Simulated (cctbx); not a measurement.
**Lattice, Laue class and space group of a new crystal**

Cell: a = 9.4000 Å, b = 9.4000 Å, c = 3.7220 Å, α = 90.00°, β = 90.00°, γ = 120.00°. Expected content of the cell: Yb2 Cu12 P7.

Simulated single-crystal data (cctbx): Mo Kα, λ = 0.71073 Å, to d = 0.8 Å, 80 % of the full sphere, strongest reflection 20000 counts, noise from counting, a 3 % proportional error and a noise floor of 2 counts (s.d.); no absorption, some extinction.

Tests on the unmerged data give:

```text
1887 reflections to d = 0.800 A
centring   violations  <I/sigma> of those
    A        897 of   934     17.1
    B        905 of   945     17.1
    C        928 of   955     17.2
    I        922 of   964     17.0
    R       1242 of  1287     17.4
    F       1365 of  1417     17.2
Laue class    unique    Rint  (classes that these axes allow; Friedel mates merged)
P -1             1122   0.038
P 1 1 2/m         672   0.040
P -3              393   0.040
P -3 1 m          223   0.408
P -3 m 1          236   0.408
P 6/m             230   0.042
P 6/m m m         148   0.410
space group    extra absences  I>4sigma  <I/sigma>
P 6                     0          0         -  acentric
P 63                    3          0       1.7  acentric
P -6                    0          0         -  acentric
P 6/m                   0          0         -  centric
P 63/m                  3          0       1.7  centric
Wilson B = 0.32 A^2   <|E^2-1|> = 0.734 (0.968 centric, 0.736 acentric)   E^2>4: 2.6 %
shell (A)         n   <I/sigma>
 8.14 - 1.60     34     39.6
 1.60 - 1.27     28     50.9
 1.27 - 1.11     31     40.4
 1.11 - 1.01     26     37.3
 1.01 - 0.94     24     41.8
 0.94 - 0.88     32     38.8
 0.88 - 0.84     25     40.4
 0.84 - 0.80     30     34.3
```

Q: Read the symmetry from these tables.

Every centring test has many violations, so the lattice is primitive.

Rint stays low (0.038 to 0.042) up to P 6/m and is 0.408 or more in the other classes.

5 settings pass the absence test. The most absences obeyed, 3, belong to P 63 and P 63/m, which absences can't tell apart.

⟨|E²−1|⟩ = 0.734 leans to a non-centrosymmetric structure. The Wilson B of 0.32 Å² means U ≈ 0.0041 Å².

The true group is P-6 (no. 174), Laue class 6/m, non-centrosymmetric. It passes the tests but isn't the first choice, because the arrangement of the atoms makes further classes of reflections very weak or absent.

The model was made for the exercise: a known structure type with other elements put in, its volume estimated, not relaxed; displacement parameters are assumed.

[Logs are printed without paths, hosts, clocks, repeated set-up lines and the standing remarks that a program may print on its own settings, such as how far it seeks lower states.]
